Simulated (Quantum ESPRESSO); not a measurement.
# Fixed-spin-moment curve of CrO2

How stiff is the total moment of CrO2, and does E(M) have further minima?

Method: PBE; plane waves with GBRV 1.5 PBE potentials, no spin-orbit coupling, in Quantum ESPRESSO 7.5.

## (1) Starting point

Symmetry: P4_2/mnm, No. 136, tetragonal system. Conventional cell: a = 4.421 Å, b = 4.421 Å, c = 2.917 Å, α = 90.00°, β = 90.00°, γ = 90.00°. Cr has 6 O at 1.89 to 1.91 Å nearest. Nearest to O lie 3 Cr at 1.89 to 1.91 Å. Farther neighbours and most contacts between anions are not listed.

The lattice constants were typed from memory of published values and not checked against a source.

## (2) The free run

The input, pw.in:

```
&CONTROL
  calculation = 'scf'
  prefix = 'pwscf'
  outdir = './tmp'
  pseudo_dir = './pseudo'
  disk_io = 'nowf'
/
&SYSTEM
  ibrav = 0
  celldm(1) = 8
  nat = 6
  ntyp = 2
  ecutwfc = 40
  ecutrho = 280
  nbnd = 39
  occupations = 'smearing'
  smearing = 'fd'
  degauss = 0.00367493
  nspin = 2
  starting_magnetization(1) = 0.2143
  starting_magnetization(2) = 0
/
&ELECTRONS
  conv_thr = 1.2d-08
  electron_maxstep = 150
  mixing_beta = 0.3
/
ATOMIC_SPECIES
Cr     51.9961 cr_pbe_v1.5.uspp.F.UPF
O      15.9990 o_pbe_v1.2.uspp.F.UPF
CELL_PARAMETERS alat
   1.0443098996213    0.0000000000000    0.0000000000000
   0.0000000000000    1.0443098996213    0.0000000000000
   0.0000000000000    0.0000000000000    0.6890413881917
ATOMIC_POSITIONS crystal
Cr      0.0000000000    0.0000000000    0.0000000000
Cr      0.5000000000    0.5000000000    0.5000000000
O       0.3030000000    0.3030000000    0.0000000000
O       0.6970000000    0.6970000000    0.0000000000
O       0.8030000000    0.1970000000    0.5000000000
O       0.1970000000    0.8030000000    0.5000000000
K_POINTS automatic
6 6 10 0 0 0
```

Command:

```console
> OMP_NUM_THREADS=1 mpirun -n 4 pw.x -nk 4 -in pw.in > pw.out
```

What it wrote:

```text
Program PWSCF v.7.5 starts

     Message from routine setup:
     using ibrav=0 with symmetry is DISCOURAGED, use correct ibrav instead

     K-points division:     npool     =       4
     Subspace diagonalization in iterative solution of the eigenvalue problem:

     G-vector sticks info
     --------------------
     sticks:   dense  smooth     PW     G-vecs:    dense   smooth      PW
     Sum        1565     885    285                30497    13155    2353

     Using Slab Decomposition

     bravais-lattice index     =            0
     lattice parameter (alat)  =       8.0000  a.u.
     unit-cell volume          =     384.7460 (a.u.)^3
     number of atoms/cell      =            6
     number of atomic types    =            2
     number of electrons       =        52.00
     number of Kohn-Sham states=           39
     kinetic-energy cutoff     =      40.0000  Ry
     charge density cutoff     =     280.0000  Ry
     scf convergence threshold =      1.2E-08
     mixing beta               =       0.3000
     number of iterations used =            8  plain     mixing
     Exchange-correlation= SLA  PW   PBE  PBE
                           (   1   4   3   4   0   0   0)

     celldm(1)=   8.000000  celldm(2)=   0.000000  celldm(3)=   0.000000
     celldm(4)=   0.000000  celldm(5)=   0.000000  celldm(6)=   0.000000

     crystal axes: (cart. coord. in units of alat)
               a(1) = (   1.044310   0.000000   0.000000 )
               a(2) = (   0.000000   1.044310   0.000000 )
               a(3) = (   0.000000   0.000000   0.689041 )

     reciprocal axes: (cart. coord. in units 2 pi/alat)
               b(1) = (  0.957570  0.000000  0.000000 )
               b(2) = (  0.000000  0.957570  0.000000 )
               b(3) = (  0.000000  0.000000  1.451292 )

     PseudoPot. # 1 for Cr read from file:
     cr_pbe_v1.5.uspp.F.UPF
     Pseudo is Ultrasoft + core correction, Zval = 14.0
     Generated by new atomic code, or converted to UPF format
     Using radial grid of  857 points,  6 beta functions with:
                l(1) =   0
                l(2) =   0
                l(3) =   1
                l(4) =   1
                l(5) =   2
                l(6) =   2
     Q(r) pseudized with  8 coefficients,  rinner =    0.950   0.950   0.950
                                                       0.950   0.950

     PseudoPot. # 2 for O  read from file:
     o_pbe_v1.2.uspp.F.UPF
     Pseudo is Ultrasoft + core correction, Zval =  6.0
     Generated by new atomic code, or converted to UPF format
     Using radial grid of  737 points,  5 beta functions with:
                l(1) =   0
                l(2) =   0
                l(3) =   1
                l(4) =   1
                l(5) =   2
     Q(r) pseudized with  8 coefficients,  rinner =    0.900   0.900   0.900
                                                       0.900   0.900

     atomic species   valence    mass     pseudopotential
     Cr               14.00    51.99610     Cr( 1.00)
     O                 6.00    15.99900     O ( 1.00)

     Starting magnetic structure
     atomic species   magnetization
     Cr              0.214
     O               0.000

     16 Sym. Ops., with inversion, found ( 8 have fractional translation)

   Cartesian axes

     site n.     atom                  positions (alat units)
         1        Cr     tau(   1) = (   0.0000000   0.0000000   0.0000000  )
         2        Cr     tau(   2) = (   0.5221549   0.5221549   0.3445207  )
         3        O      tau(   3) = (   0.3164259   0.3164259   0.0000000  )
         4        O      tau(   4) = (   0.7278840   0.7278840   0.0000000  )
         5        O      tau(   5) = (   0.8385808   0.2057291   0.3445207  )
         6        O      tau(   6) = (   0.2057291   0.8385808   0.3445207  )

     number of k points=    60  Fermi-Dirac smearing, width (Ry)=  0.0037
                       cart. coord. in units 2pi/alat
        k(    1) = (   0.0000000   0.0000000   0.0000000), wk =   0.0027778
        k(    2) = (   0.0000000   0.0000000   0.1451292), wk =   0.0055556
        k(    3) = (   0.0000000   0.0000000   0.2902583), wk =   0.0055556
        k(    4) = (   0.0000000   0.0000000   0.4353875), wk =   0.0055556
        k(    5) = (   0.0000000   0.0000000   0.5805167), wk =   0.0055556
        [... 55 further k-points ...]

     Dense  grid:    30497 G-vectors     FFT dimensions: (  48,  48,  30)

     Smooth grid:    13155 G-vectors     FFT dimensions: (  36,  36,  24)

     Check: negative core charge=   -0.000008
     Generating pointlists ...
     new r_m :   0.1846 (alat units)  1.4767 (a.u.) for type    1
     new r_m :   0.1846 (alat units)  1.4767 (a.u.) for type    2

     Initial potential from superposition of free atoms

     starting charge      50.0000, renormalised to      52.0000

     negative rho (up, down):  2.247E-03 1.448E-03
     Starting wfcs are   36 randomized atomic wfcs +    3 random wfcs

     Self-consistent Calculation

     iteration #  1     ecut=    40.00 Ry     beta= 0.30
     Davidson diagonalization with overlap
     ethr =  1.00E-02,  avg # of iterations =  6.2

     negative rho (up, down):  2.022E-03 2.319E-03

     total energy              =    -479.61364929 Ry
     estimated scf accuracy    <       3.46164074 Ry

     total magnetization       =     4.00 Bohr mag/cell
     absolute magnetization    =     4.15 Bohr mag/cell

     iteration #  2     ecut=    40.00 Ry     beta= 0.30
     Davidson diagonalization with overlap
     ethr =  6.66E-03,  avg # of iterations =  1.6

     negative rho (up, down):  1.488E-03 2.497E-03

     total energy              =    -480.16301018 Ry
     estimated scf accuracy    <       1.36999633 Ry

     total magnetization       =     4.05 Bohr mag/cell
     absolute magnetization    =     4.89 Bohr mag/cell

     iteration #  3     ecut=    40.00 Ry     beta= 0.30
     Davidson diagonalization with overlap
     ethr =  2.63E-03,  avg # of iterations =  1.1

     negative rho (up, down):  6.066E-04 3.763E-03

     total energy              =    -480.37374936 Ry
     estimated scf accuracy    <       0.20800135 Ry

     total magnetization       =     4.00 Bohr mag/cell
     absolute magnetization    =     4.59 Bohr mag/cell

     [... further iterations left out ...]

     iteration #  9     ecut=    40.00 Ry     beta= 0.30
     Davidson diagonalization with overlap
     ethr =  2.56E-08,  avg # of iterations =  1.7

     negative rho (up, down):  3.109E-05 4.949E-03

     total energy              =    -480.44635751 Ry
     estimated scf accuracy    <       0.00000234 Ry

     total magnetization       =     4.00 Bohr mag/cell
     absolute magnetization    =     4.69 Bohr mag/cell

     iteration # 10     ecut=    40.00 Ry     beta= 0.30
     Davidson diagonalization with overlap
     ethr =  4.50E-09,  avg # of iterations =  2.0

     negative rho (up, down):  3.150E-05 4.946E-03

     total energy              =    -480.44635868 Ry
     estimated scf accuracy    <       0.00000007 Ry

     total magnetization       =     4.00 Bohr mag/cell
     absolute magnetization    =     4.68 Bohr mag/cell

     iteration # 11     ecut=    40.00 Ry     beta= 0.30
     Davidson diagonalization with overlap
     ethr =  1.38E-10,  avg # of iterations =  2.0

     negative rho (up, down):  3.170E-05 4.945E-03

     total energy              =    -480.44635904 Ry
     estimated scf accuracy    <       0.00000014 Ry

     total magnetization       =     4.00 Bohr mag/cell
     absolute magnetization    =     4.68 Bohr mag/cell

     iteration # 12     ecut=    40.00 Ry     beta= 0.30
     Davidson diagonalization with overlap
     ethr =  1.38E-10,  avg # of iterations =  2.0

     negative rho (up, down):  3.133E-05 4.945E-03

     Magnetic moment per site  (integrated on atomic sphere of radius R)
     atom   1 (R=0.185)  charge= 10.5793  magn=  1.7485
     atom   2 (R=0.185)  charge= 10.5793  magn=  1.7485
     atom   3 (R=0.185)  charge=  5.2599  magn= -0.0724
     atom   4 (R=0.185)  charge=  5.2599  magn= -0.0724
     atom   5 (R=0.185)  charge=  5.2599  magn= -0.0724
     atom   6 (R=0.185)  charge=  5.2599  magn= -0.0724

     End of self-consistent calculation

     Number of k-points >= 100: set verbosity='high' to print the bands.

     the Fermi energy is    10.8011 ev

!    total energy              =    -480.44635939 Ry
     estimated scf accuracy    <          5.2E-09 Ry
     smearing contrib. (-TS)   =      -0.00079992 Ry
     internal energy E=F+TS    =    -480.44555947 Ry

     The total energy is F=E-TS. E is the sum of the following terms:
     one-electron contribution =    -203.03435084 Ry
     hartree contribution      =     128.00646219 Ry
     xc contribution           =     -73.99397861 Ry
     ewald contribution        =    -331.42369222 Ry

     total magnetization       =     4.00 Bohr mag/cell
     absolute magnetization    =     4.68 Bohr mag/cell

     convergence has been achieved in  12 iterations

=------------------------------------------------------------------------------=
   JOB DONE.
=------------------------------------------------------------------------------=
```

Wall time 32 s (4 MPI ranks of Arm Neoverse V2, shared host); peak memory 0.46 GiB; 2.2 min of CPU time.

Spin moment in the atom's sphere by atom:

```csv
atom,spin moment in the atom's sphere (μB)
Cr1,1.75
Cr2,1.75
O3,-0.07
O4,-0.07
O5,-0.07
O6,-0.07
```

Numbers from this step:

| Quantity | Value |
| --- | --- |
| smearing term TS | 0.01088 eV |
| magnetization | 4 μB |
| absolute magnetization | 4.682 μB |
| final state | ferromagnetic |

## (3) Moment fixed at 0 μB

The two spin channels are filled to separate Fermi energies, so that the total moment meets the target. Half of the up one less the down one is the slope dE/dM.

Changes to pw.in since step 2:

```diff
@@ -19,4 +19,5 @@
   nspin = 2
-  starting_magnetization(1) = 0.2143
+  starting_magnetization(1) = 0.0107
   starting_magnetization(2) = 0
+  tot_magnetization = 0
 /
```

What it wrote:

```text
     [... lines left out ...]
Program PWSCF v.7.5 starts
     [... lines left out ...]
     number of atoms/cell      =            6
     [... lines left out ...]
     number of electrons       =        52.00 (up:  26.00, down:  26.00)
     number of Kohn-Sham states=           39
     kinetic-energy cutoff     =      40.0000  Ry
     charge density cutoff     =     280.0000  Ry
     scf convergence threshold =      1.2E-08
     [... lines left out ...]
     16 Sym. Ops., with inversion, found ( 8 have fractional translation)
     [... lines left out ...]
     number of k points=    60  Fermi-Dirac smearing, width (Ry)=  0.0037
     [... lines left out ...]
     iteration # 16     ecut=    40.00 Ry     beta= 0.30
     [... lines left out ...]
     Magnetic moment per site  (integrated on atomic sphere of radius R)
     atom   1 (R=0.185)  charge= 10.5760  magn=  0.0000
     atom   2 (R=0.185)  charge= 10.5760  magn=  0.0000
     atom   3 (R=0.185)  charge=  5.2445  magn= -0.0000
     atom   4 (R=0.185)  charge=  5.2445  magn= -0.0000
     atom   5 (R=0.185)  charge=  5.2445  magn= -0.0000
     atom   6 (R=0.185)  charge=  5.2445  magn= -0.0000
     [... lines left out ...]
     the spin up/dw Fermi energies are    11.0818   11.0819 ev
!    total energy              =    -480.35380053 Ry
     estimated scf accuracy    <          9.9E-10 Ry
     smearing contrib. (-TS)   =      -0.00563101 Ry
     [... lines left out ...]
     total magnetization       =    -0.00 Bohr mag/cell
     absolute magnetization    =     0.00 Bohr mag/cell
     convergence has been achieved in  16 iterations
```

Run time: 41 s. Hardware: 4 MPI ranks; peak memory 0.46 GiB.

Numbers from this step:

```
magnetization                                 : 0 μB
absolute magnetization                        : 0 μB
half the difference of the two Fermi energies : 0 meV
largest moment                                : 0 μB
```

## (4) Moment fixed at 0.6 μB

Changes to pw.in since step 3:

```diff
@@ -19,5 +19,5 @@
   nspin = 2
-  starting_magnetization(1) = 0.0107
+  starting_magnetization(1) = 0.0214
   starting_magnetization(2) = 0
-  tot_magnetization = 0
+  tot_magnetization = 0.6
 /
```

What it wrote:

```text
     [... lines left out ...]
Program PWSCF v.7.5 starts
     [... lines left out ...]
     number of atoms/cell      =            6
     [... lines left out ...]
     number of electrons       =        52.00 (up:  26.30, down:  25.70)
     number of Kohn-Sham states=           39
     kinetic-energy cutoff     =      40.0000  Ry
     charge density cutoff     =     280.0000  Ry
     scf convergence threshold =      1.2E-08
     [... lines left out ...]
     16 Sym. Ops., with inversion, found ( 8 have fractional translation)
     [... lines left out ...]
     number of k points=    60  Fermi-Dirac smearing, width (Ry)=  0.0037
     [... lines left out ...]
     iteration # 18     ecut=    40.00 Ry     beta= 0.30
     [... lines left out ...]
     Magnetic moment per site  (integrated on atomic sphere of radius R)
     atom   1 (R=0.185)  charge= 10.5756  magn=  0.2763
     atom   2 (R=0.185)  charge= 10.5756  magn=  0.2763
     atom   3 (R=0.185)  charge=  5.2454  magn= -0.0173
     atom   4 (R=0.185)  charge=  5.2454  magn= -0.0173
     atom   5 (R=0.185)  charge=  5.2454  magn= -0.0173
     atom   6 (R=0.185)  charge=  5.2454  magn= -0.0173
     [... lines left out ...]
     the spin up/dw Fermi energies are    10.9686   11.1969 ev
!    total energy              =    -480.35631030 Ry
     estimated scf accuracy    <          4.6E-09 Ry
     smearing contrib. (-TS)   =      -0.00574530 Ry
     [... lines left out ...]
     total magnetization       =     0.60 Bohr mag/cell
     absolute magnetization    =     0.76 Bohr mag/cell
     convergence has been achieved in  18 iterations
```

It took 44 s on 4 MPI ranks; peak memory 0.46 GiB; 2.9 min of CPU time.

Spin moment in the atom's sphere by atom:

```csv
atom,spin moment in the atom's sphere (μB)
Cr1,0.276
Cr2,0.276
O3,-0.017
O4,-0.017
O5,-0.017
O6,-0.017
```

Numbers from this step:

| Item | Value |
| --- | --- |
| magnetization | 0.6 μB |
| absolute magnetization | 0.762 μB |
| half the difference of the two Fermi energies | -114.1 meV |

## (5) Moment fixed at 1.2 μB

Changes to pw.in since step 4:

```diff
@@ -19,5 +19,5 @@
   nspin = 2
-  starting_magnetization(1) = 0.0214
+  starting_magnetization(1) = 0.0429
   starting_magnetization(2) = 0
-  tot_magnetization = 0.6
+  tot_magnetization = 1.2
 /
```

What it wrote:

```text
     [... lines left out ...]
Program PWSCF v.7.5 starts
     [... lines left out ...]
     number of atoms/cell      =            6
     [... lines left out ...]
     number of electrons       =        52.00 (up:  26.60, down:  25.40)
     number of Kohn-Sham states=           39
     kinetic-energy cutoff     =      40.0000  Ry
     charge density cutoff     =     280.0000  Ry
     scf convergence threshold =      1.2E-08
     [... lines left out ...]
     16 Sym. Ops., with inversion, found ( 8 have fractional translation)
     [... lines left out ...]
     number of k points=    60  Fermi-Dirac smearing, width (Ry)=  0.0037
     [... lines left out ...]
     iteration # 22     ecut=    40.00 Ry     beta= 0.30
     [... lines left out ...]
     Magnetic moment per site  (integrated on atomic sphere of radius R)
     atom   1 (R=0.185)  charge= 10.5796  magn=  0.5226
     atom   2 (R=0.185)  charge= 10.5796  magn=  0.5226
     atom   3 (R=0.185)  charge=  5.2499  magn= -0.0186
     atom   4 (R=0.185)  charge=  5.2499  magn= -0.0186
     atom   5 (R=0.185)  charge=  5.2499  magn= -0.0186
     atom   6 (R=0.185)  charge=  5.2499  magn= -0.0186
     [... lines left out ...]
     the spin up/dw Fermi energies are    10.8564   11.1867 ev
!    total energy              =    -480.37655979 Ry
     estimated scf accuracy    <          7.3E-10 Ry
     smearing contrib. (-TS)   =      -0.00309197 Ry
     [... lines left out ...]
     total magnetization       =     1.20 Bohr mag/cell
     absolute magnetization    =     1.80 Bohr mag/cell
     convergence has been achieved in  22 iterations
```

Run time: 58 s. Hardware: 4 MPI ranks; peak memory 0.46 GiB; 3.9 min of CPU time.

Read from the output:

- magnetization: 1.2 μB
- absolute magnetization: 1.8 μB
- half the difference of the two Fermi energies: -165.2 meV
- largest moment: 0.5226 μB

## (6) All moments

The runs not shown differ in the target, the start and the number of states alone. The point at 4.00 μB is the free run, entered with slope zero.

Table of energy over the lowest by total spin moment:

```csv
total spin moment (μB a cell),energy over the lowest (meV a cell)
0.00,1259
0.60,1225
1.20,950
1.80,814
2.40,612
3.00,379
3.60,150
4.00,0
4.20,124
4.80,638
5.40,1255
```

Table of dE/dM by total spin moment:

```csv
total spin moment (μB a cell),dE/dM (meV/μB)
0.00,-0.0355
0.60,-114
1.20,-165
1.80,-287
2.40,-380
3.00,-387
3.60,-385
4.00,0
4.20,714
4.80,964
5.40,1086
```

The largest site moment by total spin moment:

```csv
total spin moment (μB a cell),largest site moment (μB)
0.00,9.9e-6
0.60,0.276
1.20,0.523
1.80,0.802
2.40,1.08
3.00,1.33
3.60,1.58
4.00,1.75
4.20,1.76
4.80,1.82
5.40,1.89
```

## (7) What came out

```json
{
  "moment of the free run": "4.00 μB a cell",
  "energy at zero total moment": "1259 meV a cell over the lowest"
}
```

At zero total moment the site moments vanish, so the 1259 meV a cell is the energy of forming them. Energies and slopes do not fit one curve, so the points lie on more than one branch of solutions. The free run has a whole-number moment, and the slope goes from -385 to 714 meV/μB between its neighbours: a kink, as where a spin channel has a gap, so no stiffness is given. All runs start parallel; opposed orders may lie lower. No Hubbard term acts here. In such compounds local and semilocal functionals without one often delocalise the d electrons, and can shrink or lose moments and miss the size, sign and order of the couplings.

[Logs and program files are shortened in this print: banners, set-up blocks, solver, clock and traceback lines can be left out without a mark of their own.]

[Logs are printed without paths, hosts, clocks, repeated set-up lines and the standing remarks that a program may print on its own settings, such as how far it seeks lower states.]

[Hosts, paths, dates, database ids (printed as entryN), source tags and the programs' standing remarks are cut or masked in the printed files.]

[Where a cell is said to come from a database of computed structures, the database is the Materials Project.]
